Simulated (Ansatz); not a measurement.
# Site preference of B in place of Si in amorphous Si0.9Ge0.1 (71 atoms)

At which site of amorphous Si0.9Ge0.1 (71 atoms) does B in place of Si cost least, and what about the site decides it?

Calculated with Ansatz 0.2.0; Kohn-Sham DFT, PBE, PAW (set soft_1), plane waves.

**1. The starting structure**

The cell holds 71 atoms: 64 Si and 7 Ge. Its edges and angles: a = 11.462 Å, b = 11.462 Å, c = 11.462 Å, α = 90.0°, β = 90.0°, γ = 90.0°. 71 atoms (64 Si, 7 Ge) placed at random at 2.54 g/cm³, melted at 3500 K for 10 ps at fixed volume with the Tersoff potential (Tersoff, Phys. Rev. B 39, 5566 (1989)). Quenched from 3500 K to 300 K at 100 K/ps and fixed volume, held 5 ps.

What the set-up can't give: The quench rate of 100 K/ps is orders of magnitude faster than experiment, which tends to freeze in extra defects. The starting topology of bonds comes from the classical model, and needn't be the one that DFT or experiment would give. Only the Γ point is sampled, in a cell whose shortest periodic width is 11 Å.

**2. Single point at the start**

The forces at the start show how far the geometry lies from a minimum of this functional.

File input.yaml:

```yaml
crystal:
  lattice:
    - [11.4616, 0.0, 0.0]
    - [0.0, 11.4616, 0.0]
    - [0.0, 0.0, 11.4616]
  atoms:
    - { symbol: Si, position: [0.02413, 0.66637, 0.88462] }
    - { symbol: Si, position: [0.488, 0.76185, 0.5122] }
    - { symbol: Si, position: [0.06681, 0.3376, 0.22424] }
    - { symbol: Si, position: [0.59847, 0.56246, 0.91641] }
    - { symbol: Si, position: [0.74813, 0.54738, 0.51892] }
    - { symbol: Si, position: [0.50182, 0.79284, 0.11775] }
    - { symbol: Si, position: [0.58356, 0.97429, 0.04151] }
    - { symbol: Si, position: [0.32502, 0.61986, 0.48732] }
    - { symbol: Si, position: [0.26723, 0.47708, 0.99737] }
    - { symbol: Si, position: [0.48601, 0.50874, 0.26478] }
    - { symbol: Si, position: [0.90057, 0.92195, 0.64656] }
    - { symbol: Si, position: [0.25348, 0.24321, 0.2428] }
    - { symbol: Si, position: [0.19792, 0.09512, 0.08873] }
    - { symbol: Si, position: [0.05341, 0.1305, 0.43326] }
    - { symbol: Si, position: [0.6916, 0.24231, 0.92965] }
    - { symbol: Si, position: [0.8128, 0.83435, 0.17186] }
    - { symbol: Si, position: [0.43303, 0.21406, 0.50356] }
    - { symbol: Si, position: [0.5795, 0.4439, 0.43808] }
    - { symbol: Si, position: [0.1329, 0.93996, 0.41804] }
    - { symbol: Si, position: [0.50971, 0.25565, 0.01926] }
    - { symbol: Si, position: [0.95361, 0.125, 0.61986] }
    - { symbol: Si, position: [0.11538, 0.94209, 0.82281] }
    - { symbol: Si, position: [0.04635, 0.20769, 0.97777] }
    - { symbol: Si, position: [0.85556, 0.16008, 0.04111] }
    - { symbol: Si, position: [0.28996, 0.60323, 0.28233] }
    - { symbol: Si, position: [0.33812, 0.36042, 0.74148] }
    - { symbol: Si, position: [0.79985, 0.9594, 0.00419] }
    - { symbol: Si, position: [0.61146, 0.60331, 0.12818] }
    - { symbol: Si, position: [0.90804, 0.62165, 0.37989] }
    - { symbol: Si, position: [0.31869, 0.92636, 0.31788] }
    - { symbol: Si, position: [0.39949, 0.11684, 0.30732] }
    - { symbol: Si, position: [0.09366, 0.51606, 0.33021] }
    - { symbol: Si, position: [0.40291, 0.42493, 0.54759] }
    - { symbol: Si, position: [0.50974, 0.84914, 0.32957] }
    - { symbol: Si, position: [0.07499, 0.40776, 0.02847] }
    - { symbol: Si, position: [0.46764, 0.09262, 0.66808] }
    - { symbol: Si, position: [0.7593, 0.43876, 0.90052] }
    - { symbol: Si, position: [0.91229, 0.53365, 0.00612] }
    - { symbol: Si, position: [0.08934, 0.15295, 0.78315] }
    - { symbol: Si, position: [0.75948, 0.94806, 0.79657] }
    - { symbol: Si, position: [0.80118, 0.43956, 0.69748] }
    - { symbol: Si, position: [0.72097, 0.13683, 0.32526] }
    - { symbol: Si, position: [0.4397, 0.42503, 0.89832] }
    - { symbol: Si, position: [0.03262, 0.61541, 0.56443] }
    - { symbol: Si, position: [0.56229, 0.12713, 0.1906] }
    - { symbol: Si, position: [0.17421, 0.45536, 0.52194] }
    - { symbol: Si, position: [0.45833, 0.74059, 0.91165] }
    - { symbol: Si, position: [0.38011, 0.07026, 0.97502] }
    - { symbol: Si, position: [0.05592, 0.78681, 0.69039] }
    - { symbol: Si, position: [0.66688, 0.71968, 0.58959] }
    - { symbol: Si, position: [0.28739, 0.7777, 0.17053] }
    - { symbol: Si, position: [0.81574, 0.61433, 0.17835] }
    - { symbol: Si, position: [0.22566, 0.25435, 0.45835] }
    - { symbol: Si, position: [0.11467, 0.90183, 0.15317] }
    - { symbol: Si, position: [0.12996, 0.36173, 0.73074] }
    - { symbol: Si, position: [0.66969, 0.12026, 0.74723] }
    - { symbol: Si, position: [0.22115, 0.80427, 0.56489] }
    - { symbol: Si, position: [0.31216, 0.16279, 0.79408] }
    - { symbol: Si, position: [0.78488, 0.24162, 0.63516] }
    - { symbol: Si, position: [0.64734, 0.24966, 0.47364] }
    - { symbol: Si, position: [0.99266, 0.50774, 0.73119] }
    - { symbol: Si, position: [0.82649, 0.81668, 0.48369] }
    - { symbol: Si, position: [0.98631, 0.83012, 0.30818] }
    - { symbol: Si, position: [0.6553, 0.7524, 0.79731] }
    - { symbol: Ge, position: [0.39022, 0.89566, 0.65502] }
    - { symbol: Ge, position: [0.2324, 0.68851, 0.97519] }
    - { symbol: Ge, position: [0.99556, 0.86913, 0.97766] }
    - { symbol: Ge, position: [0.31004, 0.88157, 0.86225] }
    - { symbol: Ge, position: [0.91511, 0.18644, 0.2588] }
    - { symbol: Ge, position: [0.38195, 0.36698, 0.15006] }
    - { symbol: Ge, position: [0.70972, 0.92377, 0.34] }
kpoints:
  mp_grid: { grid: [1, 1, 1] }
hamiltonian:
  xc: pbe
  pseudopotentials: { kind: paw, azcp: { folder: soft_1 } }
scf:
  occupations: { method: fermi_dirac, width: 0.025 }
output:
  forces: true
```

On the command line:

```sh
$ ansatz run input.yaml --threads 4 --pin off --max-ram 8192MiB --backend cpu --events-out ev --progress --plain --runs-dir out
```

Numbers of over 12 decimals in the logs are rounded to 6 here.

The program printed:

```text
Engine: ansatz 0.2.0, aarch64-unknown-linux-gnu
Pseudopotentials: kind: paw
Pseudopotential: Si, paw, valence charge 4, recommended cutoff 420 eV (normal), soft_1/Si.paw.azcp
Pseudopotential: Ge, paw, valence charge 14, recommended cutoff 420 eV (normal), soft_1/Ge.paw.azcp
[... 5 lines on functional and potentials left out ...]
Crystal: 71 atoms, lattice volume = 1505.691 Å³
Basis set: ecut = 420 eV, 29423 PW (Γ), exchange–correlation on 160×160×160 points (8 copies of the dense FFT grid, shifted against one another)
Bands: 248, of which v1, the nominal top of the filled ones, is band 177 counted from 1 (176 counted from 0)
Symmetry: 1 space group operations
Space group: P1 (ITA 1), of the structure as read, at distance tolerance 1.1e-4 Å
k-points: 1
[... 5 lines on functional and potentials left out ...]
Initial density: superposition of atomic densities (chi_scale 0.1, normalization cell, long waves kept (reshape's long-wave potential 0.11 eV rms))
Initial wavefunctions: pseudopotential atomic-orbital guess
Functional: x = pbe(κ = 0.804, μ = 0.219515), c = pbe(β = 0.066725)
SCF iter   1: F=—  HF=-70734.179326 eV  |F-HF|=—  |Δ(HF+E_count)|=         —  Δρ=3.74e-2  dr2=3.02e1  ethr=3.10e-3  ⟨swp⟩=6.0  Hψ=1111  notcnv=0  defer=43
preconditioner: auto → Resta (q_TF=auto, 2.143 Å⁻¹)  ε∞=5.7  [insulator: Δε(μ)=0.084 eV  Ē_g=7.423 eV  σ=0.025 eV  W_gap=0.68  n_scr=250 (ndim 8)  ℏωp=16.1 eV  f_vac=0.002  D(μ)=21.71/eV (n_scr^D=92)  ε∞_Penn≈5.7]
SCF iter   2: F=—  HF=-70729.698308 eV  |F-HF|=—  |Δ(HF+E_count)|=    4.48e0  Δρ=2.17e-2  dr2=8.71e0  ethr=3.10e-3  ⟨swp⟩=2.0  Hψ=300  notcnv=0  defer=54
SCF iter   3: F=—  HF=-70727.882230 eV  |F-HF|=—  |Δ(HF+E_count)|=    1.82e0  Δρ=3.27e-3  dr2=3.47e-1  ethr=2.46e-3  ⟨swp⟩=3.0  Hψ=388  notcnv=0  defer=54
SCF iter   4: F=—  HF=-70727.841432 eV  |F-HF|=—  |Δ(HF+E_count)|=   4.08e-2  Δρ=1.63e-3  dr2=8.61e-2  ethr=9.80e-5  ⟨swp⟩=3.0  Hψ=398  notcnv=0  defer=54
SCF iter   5: F=—  HF=-70727.853262 eV  |F-HF|=—  |Δ(HF+E_count)|=   1.18e-2  Δρ=6.58e-4  dr2=1.78e-2  ethr=2.43e-5  ⟨swp⟩=2.0  Hψ=388  notcnv=0  defer=54
SCF iter   6: F=—  HF=-70727.864946 eV  |F-HF|=—  |Δ(HF+E_count)|=   1.17e-2  Δρ=2.43e-4  dr2=2.71e-3  ethr=5.04e-6  ⟨swp⟩=2.0  Hψ=372  notcnv=0  defer=54
SCF iter   7: F=—  HF=-70727.868082 eV  |F-HF|=—  |Δ(HF+E_count)|=   3.14e-3  Δρ=8.08e-5  dr2=3.34e-4  ethr=7.66e-7  ⟨swp⟩=2.0  Hψ=372  notcnv=0  defer=54
SCF iter   8: F=—  HF=-70727.868567 eV  |F-HF|=—  |Δ(HF+E_count)|=   4.86e-4  Δρ=2.90e-5  dr2=3.82e-5  ethr=9.43e-8  ⟨swp⟩=2.0  Hψ=340  notcnv=0  defer=54
SCF iter   9: F=—  HF=-70727.868662 eV  |F-HF|=—  |Δ(HF+E_count)|=   9.43e-5  Δρ=1.15e-5  dr2=6.58e-6  ethr=1.08e-8  ⟨swp⟩=2.0  Hψ=429  notcnv=0  defer=54
SCF iter  10: F=—  HF=-70727.868670 eV  |F-HF|=—  |Δ(HF+E_count)|=   8.31e-6  Δρ=4.31e-6  dr2=7.20e-7  ethr=1.86e-9  ⟨swp⟩=2.0  Hψ=375  notcnv=0  defer=54
SCF iter  11: F=—  HF=-70727.868670 eV  |F-HF|=—  |Δ(HF+E_count)|=   4.36e-7  Δρ=2.43e-6  dr2=1.48e-7  ethr=2.03e-10  ⟨swp⟩=2.0  Hψ=372  notcnv=0  defer=54
SCF iter  12: F=-70727.868671 eV  HF=-70727.868671 eV  |F-HF|=3.15e-8  |Δ(HF+E_count)|=   6.89e-8  Δρ=8.89e-7  dr2=3.07e-8  ethr=2.82e-11  ⟨swp⟩=4.0  Hψ=734  notcnv=0
SCF 1 converged in 12 iterations: F = -70727.868671 eV  dr2 = 3.07e-8
  greatest PAW one-centre occupation: 0.998 electrons in one spin orbital (limit 2), on the Ge atom at site 69 (counted from 0), in its partial waves of l = 2
SCF converged after 12 iterations
Free energy (F): -70727.868671 eV
Harris-Foulkes:  -70727.868671 eV  (|F-HF|=3.15e-8)
Internal energy: -70727.802483 eV  (E = F + TS)
E sigma→0 (E₀):  -70727.835577 eV
Entropy (-TS):   -0.066187 eV (-0.932 meV/atom)
Fermi energy:    6.151583 eV
--- Per-component energies (eV) ---
  E_band       = -975.545773
  E_kinetic    = 3184.984804
  E_local      = -24221.601753  (includes V_loc(G=0)·N_el)
  E_nonlocal   = 2952.968308
  E_hartree    = 11343.969126
  E_xc         = -4087.890318
  E_vxc        = -3474.312380  (∫ρ·V_xc dr)
  E_paw        = -46803.862199  (= ΣΔE_a)
  E_vpaw       = -2105.524902  (= ΣTr[D̂ρ^β])
  E_aug_tail   = 0.002614  (compensation charges beyond the density's cutoff)
  E_ewald      = -13096.373065
  E_smearing   = -0.066187  (= −TS)
  E_closure    = 0.000000  (closes the sum)
  Σ components = -70727.868671   (vs F -70727.868671, Δ=0.00e0)
--- Forces (eV/Å), atoms counted from 1 ---
  atom   1  Si     0.15391151     0.18398919    -0.36250762
  atom   2  Si    -0.39029212    -0.35411963     0.01710478
  atom   3  Si    -0.08955871     0.77733891     0.04869395
  atom   4  Si    -0.57110773     0.28916401     0.56781792
  atom   5  Si    -0.32305703    -0.55644803     0.11969351
  atom   6  Si    -0.01638190    -0.21819341     0.30528547
  atom   7  Si    -0.99610072     0.07015220     0.53094808
  atom   8  Si    -0.21563975     1.51858241     0.43631694
  atom   9  Si     0.10641230     0.23783928     0.77412211
  atom  10  Si    -0.40059474     0.05364590    -0.42329057
  atom  11  Si     0.21749555     0.01125348    -0.18436174
  atom  12  Si    -1.53293578    -0.26383637     0.12020971
  atom  13  Si    -0.03613148     0.02300377     0.23532546
  atom  14  Si     0.08317076     0.09371373     0.13002344
[...]
atom  70  Ge     0.32269263     0.80161929    -0.46756339
  atom  71  Ge     0.08168369    -0.21727826    -0.30294338
  max |Σ_I F_I| component: 1.88e-5 eV/Å
```

Wall time 11 s (4 threads of Arm Neoverse V1, shared host); peak memory 1.4 GiB.

The r.m.s. force at the start is 0.46 eV/Å.

**3. Relaxation**

The atoms are relaxed in the fixed cell, aiming at the force tolerance of the input.

File input.yaml:

```yaml
crystal:
  lattice:
    - [11.4616, 0.0, 0.0]
    - [0.0, 11.4616, 0.0]
    - [0.0, 0.0, 11.4616]
  atoms:
    [... the 71 atom lines of step 2 ...]
kpoints:
  mp_grid: { grid: [1, 1, 1] }
hamiltonian:
  xc: pbe
  pseudopotentials: { kind: paw, azcp: { folder: soft_1 } }
scf:
  occupations: { method: fermi_dirac, width: 0.025 }
output:
  forces: true
relax:
  f_tol: 0.05
  max_steps: 120
```

The program printed:

```text
[...]
Crystal: 71 atoms, lattice volume = 1505.691 Å³
Basis set: ecut = 420 eV, 29423 PW (Γ), exchange–correlation on 160×160×160 points (8 copies of the dense FFT grid, shifted against one another)
Bands: 248, of which v1, the nominal top of the filled ones, is band 177 counted from 1 (176 counted from 0)
Symmetry: 1 space group operations
[...]
k-points: 1
[...]
SCF iter   1: F=—  HF=-70734.179325 eV  |F-HF|=—  |Δ(HF+E_count)|=         —  Δρ=3.74e-2  dr2=3.02e1  ethr=3.10e-3  ⟨swp⟩=6.0  Hψ=1111  notcnv=0  defer=43
[...]
SCF iter   8: F=—  HF=-70727.868597 eV  |F-HF|=—  |Δ(HF+E_count)|=   4.80e-4  Δρ=2.90e-5  dr2=3.85e-5  ethr=9.26e-8  ⟨swp⟩=2.0  Hψ=340  notcnv=0  defer=54
SCF iter   9: F=-70727.868666 eV  HF=-70727.868662 eV  |F-HF|=4.28e-6  |Δ(HF+E_count)|=   6.51e-5  Δρ=1.14e-5  dr2=6.59e-6  ethr=1.09e-8  ⟨swp⟩=4.0  Hψ=630  notcnv=0
SCF 1 converged in 9 iterations: F = -70727.868666 eV  dr2 = 6.59e-6
[...]
relax step   1: F+E_penalty+E_count = -70727.86866600 eV  Δ(F+E_penalty+E_count) = +0.000e0 eV  max|allowed force component| = 1.631e0 eV/Å  Δτ_max = 0.0000 Å  (9 SCF iters, dr2 threshold 6.25e-5 eV, accepted)
[...]
relax step   2: F+E_penalty+E_count = -70730.52010769 eV  Δ(F+E_penalty+E_count) = -2.651e0 eV  max|allowed force component| = 9.009e-1 eV/Å  Δτ_max = 0.1970 Å  (6 SCF iters, dr2 threshold 1.00e-4 eV, accepted)
[...]
relax step   3: F+E_penalty+E_count = -70731.44801723 eV  Δ(F+E_penalty+E_count) = -9.279e-1 eV  max|allowed force component| = 5.142e-1 eV/Å  Δτ_max = 0.2000 Å  (7 SCF iters, dr2 threshold 5.07e-5 eV, accepted)
relax step   4: F+E_penalty+E_count = -70732.11609319 eV  Δ(F+E_penalty+E_count) = -6.681e-1 eV  max|allowed force component| = 3.261e-1 eV/Å  Δτ_max = 0.1990 Å  (6 SCF iters, dr2 threshold 8.06e-5 eV, accepted)
relax step   5: F+E_penalty+E_count = -70732.52821509 eV  Δ(F+E_penalty+E_count) = -4.121e-1 eV  max|allowed force component| = 2.973e-1 eV/Å  Δτ_max = 0.2000 Å  (7 SCF iters, dr2 threshold 3.46e-5 eV, accepted)
relax step   6: F+E_penalty+E_count = -70732.78286377 eV  Δ(F+E_penalty+E_count) = -2.546e-1 eV  max|allowed force component| = 2.928e-1 eV/Å  Δτ_max = 0.1949 Å  (7 SCF iters, dr2 threshold 3.55e-5 eV, accepted)
relax step   7: F+E_penalty+E_count = -70733.01759298 eV  Δ(F+E_penalty+E_count) = -2.347e-1 eV  max|allowed force component| = 3.386e-1 eV/Å  Δτ_max = 0.2000 Å  (6 SCF iters, dr2 threshold 7.12e-5 eV, accepted)
relax step   8: F+E_penalty+E_count = -70733.17875592 eV  Δ(F+E_penalty+E_count) = -1.612e-1 eV  max|allowed force component| = 2.375e-1 eV/Å  Δτ_max = 0.1945 Å  (6 SCF iters, dr2 threshold 1.00e-4 eV, accepted)
relax step   9: F+E_penalty+E_count = -70733.28348451 eV  Δ(F+E_penalty+E_count) = -1.047e-1 eV  max|allowed force component| = 2.870e-1 eV/Å  Δτ_max = 0.1625 Å  (6 SCF iters, dr2 threshold 2.78e-5 eV, accepted)
relax step  10: F+E_penalty+E_count = -70733.27490050 eV  Δ(F+E_penalty+E_count) = +8.584e-3 eV  max|allowed force component| = 1.095e0 eV/Å  Δτ_max = 0.1942 Å  (6 SCF iters, dr2 threshold 4.05e-5 eV, rejected (line search))
relax step  11: F+E_penalty+E_count = -70733.37555005 eV  Δ(F+E_penalty+E_count) = -9.207e-2 eV  max|allowed force component| = 2.368e-1 eV/Å  Δτ_max = 0.0943 Å  (10 SCF iters, accepted)
relax step  12: F+E_penalty+E_count = -70733.42719654 eV  Δ(F+E_penalty+E_count) = -5.165e-2 eV  max|allowed force component| = 1.616e-1 eV/Å  Δτ_max = 0.0974 Å  (5 SCF iters, dr2 threshold 3.82e-5 eV, accepted)
relax step  13: F+E_penalty+E_count = -70733.48660749 eV  Δ(F+E_penalty+E_count) = -5.941e-2 eV  max|allowed force component| = 4.949e-1 eV/Å  Δτ_max = 0.1471 Å  (7 SCF iters, dr2 threshold 1.21e-5 eV, accepted)
relax step  14: F+E_penalty+E_count = -70733.62153471 eV  Δ(F+E_penalty+E_count) = -1.349e-1 eV  max|allowed force component| = 9.494e-1 eV/Å  Δτ_max = 0.1906 Å  (6 SCF iters, dr2 threshold 1.00e-4 eV, accepted)
relax step  15: F+E_penalty+E_count = -70733.89937853 eV  Δ(F+E_penalty+E_count) = -2.778e-1 eV  max|allowed force component| = 3.710e-1 eV/Å  Δτ_max = 0.1940 Å  (5 SCF iters, dr2 threshold 1.00e-4 eV, accepted)
relax step  16: F+E_penalty+E_count = -70734.18731314 eV  Δ(F+E_penalty+E_count) = -2.879e-1 eV  max|allowed force component| = 6.148e-1 eV/Å  Δτ_max = 0.1951 Å  (7 SCF iters, dr2 threshold 2.10e-5 eV, accepted)
relax step  17: F+E_penalty+E_count = -70734.49379799 eV  Δ(F+E_penalty+E_count) = -3.065e-1 eV  max|allowed force component| = 5.098e-1 eV/Å  Δτ_max = 0.1947 Å  (6 SCF iters, dr2 threshold 5.77e-5 eV, accepted)
relax step  18: F+E_penalty+E_count = -70734.79099856 eV  Δ(F+E_penalty+E_count) = -2.972e-1 eV  max|allowed force component| = 8.179e-1 eV/Å  Δτ_max = 0.1978 Å  (6 SCF iters, dr2 threshold 1.00e-4 eV, accepted)
relax step  19: F+E_penalty+E_count = -70735.05106385 eV  Δ(F+E_penalty+E_count) = -2.601e-1 eV  max|allowed force component| = 4.144e-1 eV/Å  Δτ_max = 0.2000 Å  (6 SCF iters, dr2 threshold 1.00e-4 eV, accepted)
relax step  20: F+E_penalty+E_count = -70735.21747723 eV  Δ(F+E_penalty+E_count) = -1.664e-1 eV  max|allowed force component| = 3.079e-1 eV/Å  Δτ_max = 0.1955 Å  (6 SCF iters, dr2 threshold 4.41e-5 eV, accepted)
relax step  21: F+E_penalty+E_count = -70735.32107567 eV  Δ(F+E_penalty+E_count) = -1.036e-1 eV  max|allowed force component| = 2.297e-1 eV/Å  Δτ_max = 0.1952 Å  (6 SCF iters, dr2 threshold 2.43e-5 eV, accepted)
relax step  22: F+E_penalty+E_count = -70735.39179790 eV  Δ(F+E_penalty+E_count) = -7.072e-2 eV  max|allowed force component| = 1.199e-1 eV/Å  Δτ_max = 0.1943 Å  (5 SCF iters, dr2 threshold 2.91e-5 eV, accepted)
relax step  23: F+E_penalty+E_count = -70735.42457314 eV  Δ(F+E_penalty+E_count) = -3.278e-2 eV  max|allowed force component| = 1.418e-1 eV/Å  Δτ_max = 0.1964 Å  (7 SCF iters, dr2 threshold 3.92e-6 eV, accepted)
relax step  24: F+E_penalty+E_count = -70735.43974903 eV  Δ(F+E_penalty+E_count) = -1.518e-2 eV  max|allowed force component| = 7.996e-2 eV/Å  Δτ_max = 0.0371 Å  (6 SCF iters, dr2 threshold 5.48e-6 eV, accepted)
[...]
relax step  25: F+E_penalty+E_count = -70735.44948712 eV  Δ(F+E_penalty+E_count) = -9.738e-3 eV  max|allowed force component| = 4.445e-2 eV/Å  Δτ_max = 0.0292 Å  (7 SCF iters, accepted)
SCF converged after 7 iterations
Free energy (F): -70735.449487 eV
[...]
Internal energy: -70735.449441 eV  (E = F + TS)
E sigma→0 (E₀):  -70735.449464 eV
Entropy (-TS):   -0.000047 eV (-0.001 meV/atom)
Fermi energy:    6.112347 eV
[...]
Σ components = -70735.449487   (vs F -70735.449487, Δ=0.00e0)
--- Forces (eV/Å), atoms counted from 1 ---
  atom   1  Si    -0.00266699    -0.01847320    -0.01837996
  atom   2  Si    -0.00539570    -0.00499392    -0.00113857
  atom   3  Si    -0.01270650     0.00705874    -0.01437045
  atom   4  Si    -0.00954843     0.00013810     0.00226094
[...]
atom  71  Ge     0.00299933     0.00896403     0.00299031
  max |Σ_I F_I| component: 5.90e-5 eV/Å
--- Relaxed structure (25 steps of the walk, 24 accepted, 0 SCFs on fresh bases) ---
  F+E_penalty+E_count = -70735.44948712 eV   max|allowed force component| = 4.445e-2 eV/Å
  atoms:
    - { symbol: Si, position: [0.029082, 0.660170, 0.853496] }
    - { symbol: Si, position: [0.457496, 0.774147, 0.525650] }
    - { symbol: Si, position: [0.046378, 0.356900, 0.225761] }
    - { symbol: Si, position: [0.578595, 0.535734, 0.954207] }
[...]
- { symbol: Ge, position: [0.692921, 0.940634, 0.344651] }
```

Elapsed: 2.8 min, on 4 threads; peak memory 1.4 GiB; 11 min of CPU time.

The relaxation converged after 25 steps, 7.58 eV below its start, with a largest force component of 0.044 eV/Å.

(Continued in part 2 of 4.)

[Logs are printed without paths, hosts, clocks, repeated set-up lines and the standing remarks that a program may print on its own settings, such as how far it seeks lower states.]

[Hosts, paths, dates, database ids (printed as entryN), source tags and the programs' standing remarks are cut or masked in the printed files.]
